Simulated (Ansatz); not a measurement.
# Fe3RhN (Pm-3m): phonons and vibrational spectra

Aim: the vibrations of Fe3RhN (Pm-3m), their spectra, and whether the structure is stable.

Method: DFT PBEsol, scalar-relativistic, plane waves, PAW; PAW set soft_1, in Ansatz 0.2.0.

This is a report of a sequence of runs, with most program output left out.

In doubt: warnings of the run leave room for a lower electronic state (steps 3, 4, 5), so energies may not be the lowest and differences between runs may mislead.

## Step 1: Set-up

The structure is cubic, space group Pm-3m (No. 221). The conventional cell has a = 3.839 Å, b = 3.839 Å, c = 3.839 Å, α = 90.00°, β = 90.00°, γ = 90.00°. Fe has 2 N at 1.92 Å nearest. Rh has 12 Fe at 2.71 Å nearest. Nearest to N lie 6 Fe at 1.92 Å. Farther neighbours and most contacts between anions are not listed.

## Step 2: A magnetic order at the starting cell, 5 atoms

Phonons depend on the magnetic state, so simple orders are compared first, at the starting cell. This run starts ferromagnetic.

input.yaml reads:

```yaml
crystal:
  lattice:
    - [3.8394358033, 0.0, 0.0]
    - [0.0, 3.8394358033, 0.0]
    - [0.0, 0.0, 3.8394358033]
  atoms:
    - { symbol: Fe, position: [0.0, 0.5, 0.5], spin: 4.0 }
    - { symbol: Fe, position: [0.5, 0.5, 0.0], spin: 4.0 }
    - { symbol: Fe, position: [0.5, 0.0, 0.5], spin: 4.0 }
    - { symbol: Rh, position: [0.0, 0.0, 0.0], spin: 1.0 }
    - { symbol: "N", position: [0.5, 0.5, 0.5] }
kpoints:
  mp_grid: { grid: [8, 8, 8] }
hamiltonian:
  xc: pbesol
  pseudopotentials: { kind: paw, azcp: { folder: soft_1 }, xc_functional: pbe }
scf:
  occupations: { method: gaussian, width: 0.05 }
  max_iter: 100
output:
  forces: true
  stress: true
  eigenvalues: true
  populations: true
magnetization:
  spin_polarized: true
```

Command:

```bash
ansatz run input.yaml --threads 4 --pin off --max-ram 10240MiB --backend cpu --events-out ev --progress --plain --runs-dir out
```

It took 6.3 s on 4 threads of Arm Neoverse V2, shared host; peak memory 0.52 GiB; 22 s of CPU time.

Numbers from this step:

```yaml
magnetization: 8.545 μB
absolute_magnetization: 8.795 μB
site_moments: 2.348, 2.348, 2.348, 0.9054, 0.01897 μB
pressure: -10.50 GPa
volume_per_atom: 11.32 Å³
gap_on_the_k_mesh: 0 eV
```

The cell carries a net spin moment of 8.55 μB and an absolute one of 8.79 μB.

## Step 3: A magnetic order at the starting cell, 10 atoms

Phonons depend on the magnetic state, so simple orders are compared first, at the starting cell. This run starts antiferromagnetic, q = (0.5, 0.5, 0.5).

System of this step: Fe3RhN (Pm-3m). The structure is cubic, space group Pm-3m (No. 221). Conventional cell: a = 3.839 Å, b = 3.839 Å, c = 3.839 Å, α = 90.00°, β = 90.00°, γ = 90.00°. Nearest to Fe lie 2 N at 1.92 Å. Rh has 12 Fe at 2.71 Å nearest. Nearest to N lie 6 Fe at 1.92 Å. Farther neighbours and most contacts between anions are not listed.

input.yaml, the sections that differ from step 2:

```yaml
crystal:
  lattice:
    - [3.8394358033, 3.8394358033, 0.0]
    - [3.8394358033, 0.0, 3.8394358033]
    - [3.8394358033, 0.0, -3.8394358033]
  atoms:
    - { symbol: Fe, position: [0.5, 0.0, 0.5], spin: 4.0 }
    - { symbol: Fe, position: [0.5, 0.5, 0.0], spin: -4.0 }
    - { symbol: Fe, position: [0.5, 0.0, 0.0], spin: 4.0 }
    - { symbol: Fe, position: [0.5, 0.5, 0.5], spin: -4.0 }
    - { symbol: Fe, position: [0.0, 0.5, 0.0], spin: 4.0 }
    - { symbol: Fe, position: [0.0, 0.0, 0.5], spin: -4.0 }
    - { symbol: Rh, position: [0.0, 0.0, 0.0], spin: 1.0 }
    - { symbol: Rh, position: [0.0, 0.5, 0.5], spin: -1.0 }
    - { symbol: "N", position: [0.5, 0.25, 0.75] }
    - { symbol: "N", position: [0.5, 0.75, 0.25] }
# kpoints, hamiltonian, scf, output, magnetization: as in step 2
```

Elapsed: 34 s, on 4 threads; peak memory 1.3 GiB.

The cell carries a net spin moment of 0.00 μB and an absolute one of 13.98 μB, so the moments cancel.

## Step 4: A magnetic order at the starting cell, 10 atoms (run 2)

Phonons depend on the magnetic state, so simple orders are compared first, at the starting cell. This run starts antiferromagnetic, q = (0, 0, 0.5).

input.yaml, the sections that differ from step 3:

```yaml
crystal:
  lattice:
    - [3.8394358033, 0.0, 0.0]
    - [0.0, 3.8394358033, 0.0]
    - [0.0, 0.0, 7.6788716066]
  atoms:
    - { symbol: Fe, position: [0.0, 0.5, 0.25], spin: 4.0 }
    - { symbol: Fe, position: [0.0, 0.5, 0.75], spin: -4.0 }
    - { symbol: Fe, position: [0.5, 0.5, 0.0], spin: 4.0 }
    - { symbol: Fe, position: [0.5, 0.5, 0.5], spin: -4.0 }
    - { symbol: Fe, position: [0.5, 0.0, 0.25], spin: 4.0 }
    - { symbol: Fe, position: [0.5, 0.0, 0.75], spin: -4.0 }
    - { symbol: Rh, position: [0.0, 0.0, 0.0], spin: 1.0 }
    - { symbol: Rh, position: [0.0, 0.0, 0.5], spin: -1.0 }
    - { symbol: "N", position: [0.5, 0.5, 0.25] }
    - { symbol: "N", position: [0.5, 0.5, 0.75] }
kpoints:
  mp_grid: { grid: [8, 8, 4] }
# hamiltonian, scf, output, magnetization: as in step 3
```

Wall time 35 s (4 threads); peak memory 0.98 GiB.

The cell carries a net spin moment of 0.00 μB and an absolute one of 15.33 μB, so the moments cancel.

## Step 5: A magnetic order at the starting cell, 10 atoms (run 3)

Phonons depend on the magnetic state, so simple orders are compared first, at the starting cell. This run starts antiferromagnetic, q = (0.5, 0.5, 0).

input.yaml, the sections that differ from step 4:

```yaml
crystal:
  lattice:
    - [0.0, 0.0, -3.8394358033]
    - [-3.8394358033, -3.8394358033, 0.0]
    - [-3.8394358033, 3.8394358033, 0.0]
  atoms:
    - { symbol: Fe, position: [0.5, 0.25, 0.75], spin: -4.0 }
    - { symbol: Fe, position: [0.5, 0.75, 0.25], spin: 4.0 }
    - { symbol: Fe, position: [0.0, 0.0, 0.5], spin: -4.0 }
    - { symbol: Fe, position: [0.0, 0.5, 0.0], spin: 4.0 }
    - { symbol: Fe, position: [0.5, 0.25, 0.25], spin: -4.0 }
    - { symbol: Fe, position: [0.5, 0.75, 0.75], spin: 4.0 }
    - { symbol: Rh, position: [0.0, 0.5, 0.5], spin: -1.0 }
    - { symbol: Rh, position: [0.0, 0.0, 0.0], spin: 1.0 }
    - { symbol: "N", position: [0.5, 0.0, 0.5] }
    - { symbol: "N", position: [0.5, 0.5, 0.0] }
kpoints:
  mp_grid: { grid: [8, 6, 6] }
# hamiltonian, scf, output, magnetization: as in step 4
```

It took 68 s on 4 threads; peak memory 1.4 GiB; 4.4 min of CPU time.

The cell carries a net spin moment of 0.00 μB and an absolute one of 14.35 μB, so the moments cancel.

## Step 6: The orders compared

An antiferromagnetic start is carried into the relaxation if it ends more than 3 meV per atom below the ferromagnetic start.

This step gave:

* start carried on: ferromagnetic

Orders, by row:

```tsv
starting order	atoms	energy from the first start (meV/atom)	largest moment (μB)	gap on mesh (eV)	net moment of the cell (μB)	order kept
ferromagnetic	5	0	2.35	0	8.55	yes
antiferromagnetic, q = (0.5, 0.5, 0.5)	10	65.9	2.03	0	0	yes
antiferromagnetic, q = (0, 0, 0.5)	10	35.3	2.17	0	0	yes
antiferromagnetic, q = (0.5, 0.5, 0)	10	50.9	2.09	0	0	yes
```

The start carried on is the ferromagnetic one.

## Step 7: Coarse relaxation

The start is far from rest, so a relaxation with loose tolerances brings it close first.

System of this step: Fe3RhN (Pm-3m). The structure is cubic, space group Pm-3m (No. 221). Conventional cell: a = 3.839 Å, b = 3.839 Å, c = 3.839 Å, α = 90.00°, β = 90.00°, γ = 90.00°. Fe has 2 N at 1.92 Å nearest. Rh has 12 Fe at 2.71 Å nearest. N has 6 Fe at 1.92 Å nearest. Farther neighbours and most contacts between anions are not listed.

input.yaml, the sections that differ from step 5:

```yaml
crystal:
  lattice:
    - [3.8394358033, 0.0, 0.0]
    - [0.0, 3.8394358033, 0.0]
    - [0.0, 0.0, 3.8394358033]
  atoms:
    - { symbol: Fe, position: [0.0, 0.5, 0.5], spin: 2.57 }
    - { symbol: Fe, position: [0.5, 0.5, 0.0], spin: 2.57 }
    - { symbol: Fe, position: [0.5, 0.0, 0.5], spin: 2.57 }
    - { symbol: Rh, position: [0.0, 0.0, 0.0], spin: 0.97 }
    - { symbol: "N", position: [0.5, 0.5, 0.5] }
kpoints:
  mp_grid: { grid: [6, 6, 6] }
scf:
  occupations: { method: gaussian, width: 0.1 }
relax:
  adjacent_minimum: "off"
  f_tol: 0.05
  max_steps: 80
  cell: { stress_tol: 0.5 }
# hamiltonian, output, magnetization: as in step 5
```

It took 12 s on 4 threads; peak memory 0.43 GiB.

Relaxation path:

```tsv
step	energy less that of the first step (eV)	largest force component (eV/Å)	pressure (GPa)	volume (Å³)
1	0.0000	0.0000	-10.69	56.60
2	-0.0923	0.0000	-4.39	54.73
3	-0.1082	0.0000	0.84	53.50
4	-0.1084	0.0000	-0.03	53.70
5*	-0.1049	0.0000	-0.09	53.70
```

Relaxation steps marked * repeat the geometry before them on a plane-wave basis chosen anew for their cell, so energy and pressure can jump there.

Forces are held to the 48 operations that the run works with; a distortion that breaks them can't arise in this run.

```tsv
conventional cell, symmetrised	before	after	change
a (Å)	3.839	3.773	-1.7 %
b (Å)	3.839	3.773	-1.7 %
c (Å)	3.839	3.773	-1.7 %
volume (Å³/atom)	11.32	10.74	-5.1 %
```

The relaxed structure:

```
Fe Rh N
1.0
     3.77272    0.00000    0.00000
     0.00000    3.77272    0.00000
     0.00000    0.00000    3.77272
Fe Rh N
3 1 1
Direct
  0.00000 0.50000 0.50000
  0.50000 0.50000 0.00000
  0.50000 0.00000 0.50000
  0.00000 0.00000 0.00000
  0.50000 0.50000 0.50000
```

This step gave:

```
magnetization          : 8.085 μB
absolute magnetization : 8.291 μB
site moments           : 2.215, 2.215, 2.215, 0.8124, 0.02600 μB
pressure               : -0.09302 GPa
volume per atom        : 10.74 Å³
```

In this step the volume went from 11.32 to 10.74 Å³/atom.

## Step 8: Bringing the structure to rest

The cell and atoms are relaxed, since residual forces and stress would shift the frequencies.

input.yaml, the sections that differ from step 7:

```yaml
crystal:
  lattice:
    - [3.7727226212, 0.0, 0.0]
    - [0.0, 3.7727226212, 0.0]
    - [0.0, 0.0, 3.7727226212]
  atoms:
    - { symbol: Fe, position: [0.0, 0.5, 0.5], spin: 2.44 }
    - { symbol: Fe, position: [0.5, 0.5, 0.0], spin: 2.44 }
    - { symbol: Fe, position: [0.5, 0.0, 0.5], spin: 2.44 }
    - { symbol: Rh, position: [0.0, 0.0, 0.0], spin: 0.89 }
    - { symbol: "N", position: [0.5, 0.5, 0.5] }
kpoints:
  mp_grid: { grid: [10, 10, 10] }
output:
  forces: true
  stress: true
  eigenvalues: true
  populations: true
  write_density: true
  write_potential: true
  elf: true
  volumetric_format: npy
relax:
  adjacent_minimum: "off"
  f_tol: 0.005
  max_steps: 80
  cell: { stress_tol: 0.05 }
# hamiltonian, scf, magnetization: as in step 7
```

Elapsed: 25 s, on 4 threads; peak memory 0.54 GiB; 97 s of CPU time.

Little changed from the start: no atom moved by 0.005 Å and no cell edge by 0.1 %.

This step gave:

| Item | Value |
| --- | --- |
| magnetization | 7.987 μB |
| absolute magnetization | 8.204 μB |
| site moments | 2.190, 2.190, 2.190, 0.8120, 0.02259 μB |
| pressure | 0.001108 GPa |
| volume per atom | 10.72 Å³ |

Spin density in the ac plane at fractional y = 0.500, with atoms of Fe and N within 0.2 Å of it.

Ten even steps from '0' (0.0 e/Å³) to '9' (4.5 e/Å³), each cell a mean:
```
00000257410000
00000022100000
00000000000000
00000000000000
21000000000001
63100000000014
95100000000027
74100000000025
21000000000002
00000000000000
00000000000000
00000011100000
00000145310000
00000279620000
```
Columns run along a (3.8 Å), rows up along c (3.8 Å). Atoms in or near the plane, at fractional coordinates: Fe at (0.00, 0.50), Fe at (0.50, 0.00), N at (0.50, 0.50).

ELF of down spins in the ac plane at fractional y = 0.500, with atoms of Fe and N within 0.2 Å of it. It is the smooth field of the valence electrons, not physical close to the nuclei.

Ten even steps from '_' (0.13) to '@' (0.90), each cell a mean:
```
::::::____==%%@@##::____::::
::::::..__..==++--____..::::
__......______________::..__
______..::--======--::______
--::____==##%%%%%%**--____::
%%**::__++%%**==**%%==__--##
@@%%--..++##::__==%%==__++@@
@@##--__++%%==::**%%==__==%%
++--____==##%%##%%##--__..==
______..--==++++++==::______
____......____..____......__
::::::..____----::____..::::
::::::____--##%%**::__..::::
::::::____++@@@@%%--____::::
```
Columns run along a (3.8 Å), rows up along c (3.8 Å). Atoms in or near the plane, at fractional coordinates: Fe at (0.00, 0.50), Fe at (0.50, 0.00), N at (0.50, 0.50).

Electrostatic potential energy in the ac plane at fractional y = 0.500, with atoms of Fe and N within 0.2 Å of it. With pseudopotentials it is smooth inside the atoms' cores, unlike the true potential.

Ten even steps from '0' (-41 eV) to '9' (22 eV), each cell a mean:
```
99986200036999
99997421258999
99998754579999
67899887899986
23589865689753
01378521368520
00267400157410
00267510268520
12588754588742
56799877899876
88999866789998
99997522358999
99986200137999
99985100026999
```
Columns run along a (3.8 Å; values clipped at the 3rd and 97th percentile), rows up along c (3.8 Å). Atoms in or near the plane, at fractional coordinates: Fe at (0.00, 0.50), Fe at (0.50, 0.00), N at (0.50, 0.50).

In this step the volume went from 10.74 to 10.72 Å³/atom.

## Step 9: Tight relaxation

Phonons need a cell at rest on their own settings, so the relaxation is repeated with tight tolerances on forces and stress on the k mesh and occupations of the first response run.

input.yaml reads:

```yaml
crystal:
  lattice:
    - [3.7706100254, 0.0, 0.0]
    - [0.0, 3.7706100254, 0.0]
    - [0.0, 0.0, 3.7706100254]
  atoms:
    - { symbol: Fe, position: [0.0, 0.5, 0.5], spin: 2.41 }
    - { symbol: Fe, position: [0.5, 0.5, 0.0], spin: 2.41 }
    - { symbol: Fe, position: [0.5, 0.0, 0.5], spin: 2.41 }
    - { symbol: Rh, position: [0.0, 0.0, 0.0], spin: 0.89 }
    - { symbol: "N", position: [0.5, 0.5, 0.5] }
kpoints:
  mp_grid: { grid: [12, 12, 12] }
hamiltonian:
  xc: pbesol
  pseudopotentials: { kind: paw, azcp: { folder: soft_1 }, xc_functional: pbe }
scf:
  occupations: { method: gaussian, width: 0.15 }
output:
  forces: true
  stress: true
  eigenvalues: true
  populations: true
magnetization:
  spin_polarized: true
relax:
  adjacent_minimum: "off"
  f_tol: 0.001
  max_steps: 60
  cell: { stress_tol: 0.01 }
```

Elapsed: 33 s, on 4 threads; peak memory 0.62 GiB; 2.1 min of CPU time.

Little changed from the start: no atom moved by 0.005 Å and no cell edge by 0.1 %.

This step gave:

```yaml
magnetization: 7.955 μB
absolute_magnetization: 8.174 μB
site_moments: 2.183, 2.183, 2.183, 0.8019, 0.02411 μB
pressure: -4.39e-6 GPa
```

The forces vanish by symmetry and the pressure is 0.000 GPa, within the tolerances set. The cell now holds 10.72 Å³/atom.

## Step 10: Zone-centre response

The zone centre is the only wavevector solved here; it holds the modes that light can see, as far as symmetry allows. No field response is asked, since the mesh shows no gap.

input.yaml, the sections that differ from step 9:

```yaml
crystal:
  lattice:
    - [3.770382392, 0.0, 0.0]
    - [0.0, 3.770382392, 0.0]
    - [0.0, 0.0, 3.770382392]
  atoms:
    - { symbol: Fe, position: [0.0, 0.5, 0.5], spin: 2.4 }
    - { symbol: Fe, position: [0.5, 0.5, 0.0], spin: 2.4 }
    - { symbol: Fe, position: [0.5, 0.0, 0.5], spin: 2.4 }
    - { symbol: Rh, position: [0.0, 0.0, 0.0], spin: 0.88 }
    - { symbol: "N", position: [0.5, 0.5, 0.5] }
output:
  eigenvalues: true
  populations: true
phonons:
  method: dfpt
# kpoints, hamiltonian, scf, magnetization: as in step 9
# relax: removed
```

The job ended after 3.9 min (4 threads; peak memory 4.2 GiB).

This step gave:

| Property | Result |
| --- | --- |
| sum-rule residual before enforcement | 5.78e-5 eV/Å² |
| point group | m-3m |
| highest optical mode at the zone centre (no LO-TO term) | 621.1 cm⁻¹ |
| lowest optical zone-centre mode | 138.0 cm⁻¹ |

Patterns of degenerate modes are one choice out of their space. Modes at Γ, with each element's share of the kinetic energy:

```tsv
mode	frequency (cm⁻¹)	symmetry	Fe %	Rh %	N %
1	0.0	acoustic	59	36	5
2	0.0	acoustic	59	36	5
3	0.0	acoustic	59	36	5
4	138.0	T2u	100	0	0
5	138.0	T2u	100	0	0
6	138.0	T2u	100	0	0
7	170.7	T1u	33	61	6
8	170.7	T1u	33	61	6
9	170.7	T1u	33	61	6
10	235.8	T1u	84	3	14
11	235.8	T1u	84	3	14
12	235.8	T1u	84	3	14
13	621.1	T1u	24	0	76
14	621.1	T1u	24	0	76
15	621.1	T1u	24	0	76
```

Displacements in mode 4 (138.0 cm⁻¹), the largest set to 1:
```
Fe1  0.00 -0.57 -1.00
Fe2 -0.23  0.57  0.00
Fe3  0.23  0.00  1.00
Rh4  0.00  0.00  0.00
N5   0.00  0.00  0.00
```

Displacements in mode 15 (621.1 cm⁻¹), the largest set to 1:
```
Fe1  0.00  0.00  0.02
Fe2  0.00  0.00 -0.28
Fe3  0.00  0.02  0.02
Rh4  0.00  0.00  0.00
N5   0.00 -0.06  1.00
```

Before it was imposed, the acoustic sum rule was missed by 5.8e-5 eV/Å². Small misses are needed for a sound result but don't prove that mesh and cutoff are converged. The lowest optical mode is real, 138 cm⁻¹.

## Step 11: Another isotope, element Fe, natural mass 55.845 amu

An isotope changes the mass and not the force constants, so no new electronic calculation is needed; the shifts show which modes move this element.

The same force constants with the mass of Fe changed from 55.845 to 53.940 u (phonopy, no LO-TO term). Both lists are sorted by frequency; levels can cross, so a row need not hold one and the same mode. Modes under 3 cm⁻¹ are left out. Isotope shifts, by row:

```tsv
q	rank	natural mass (cm⁻¹)	changed mass (cm⁻¹)
0 0 0	4	138	140.4
0 0 0	5	138	140.4
0 0 0	6	138	140.4
0 0 0	7	170.7	171.7
0 0 0	8	170.7	171.7
0 0 0	9	170.7	171.7
0 0 0	10	235.8	239.2
0 0 0	11	235.8	239.2
0 0 0	12	235.8	239.2
0 0 0	13	621.1	623.7
0 0 0	14	621.1	623.7
0 0 0	15	621.1	623.7
```

A mode of this element alone would shift by +1.75 %. The highest zone-centre frequency without the field goes from 621.1 to 623.7 cm⁻¹ (+0.4 %). The product of the frequency ratios over all optical modes at Γ is 1.134; the product rule, (m/m′)^(3k/2) (M′/M)^(3/2) with k = 3 such atoms and M the mass of the cell, gives 1.134.

## Step 12: Another isotope, element N, natural mass 14.007 amu

The same for N, from 14.01 to 15.00 u.

A mode of this element alone would shift by -3.37 %. The highest zone-centre frequency without the field goes from 621.1 to 605.3 cm⁻¹ (-2.5 %). The product of the frequency ratios over all optical modes at Γ is 0.907; the product rule, (m/m′)^(3k/2) (M′/M)^(3/2) with k = 1 such atoms and M the mass of the cell, gives 0.907.

## Step 13: Outcome

| Quantity | Value |
| --- | --- |
| space group after relaxation (within 0.01 Å) | Pm-3m |
| volume per atom | 10.7 Å³ |
| electronic character | no gap on this mesh |
| highest optical mode at the zone centre (no LO-TO term) | 621 cm⁻¹ |
| lowest optical zone-centre mode | 138 cm⁻¹ |
| imaginary modes at Γ (the only wavevector solved) | none |
| net magnetic moment of the cell as run | 7.95 μB |

What this shows: The structure is stable against zone-centre distortions, since no mode there is imaginary; other wavevectors were not solved, so zone-boundary instabilities are untested. The optical modes at Γ span 138 to 621 cm⁻¹. No dispersion was computed. The highest mode in this list at Γ, 621.1 cm⁻¹, is mostly motion of N (76 % of the kinetic energy). The magnetic state is the one that the run reached from its starting moments; a lower one was not ruled out. With no gap, or one that is small against the smearing, the frequencies hang on the k mesh and the smearing, most of all near Kohn anomalies. The PAW files were made for PBE and serve the other functionals too. These are harmonic frequencies at zero temperature: anharmonic shifts, linewidths and thermal expansion are left out.

[Logs are printed without paths, hosts, clocks, repeated set-up lines and the standing remarks that a program may print on its own settings, such as how far it seeks lower states.]

[Hosts, paths, dates, database ids (printed as entryN), source tags and the programs' standing remarks are cut or masked in the printed files.]
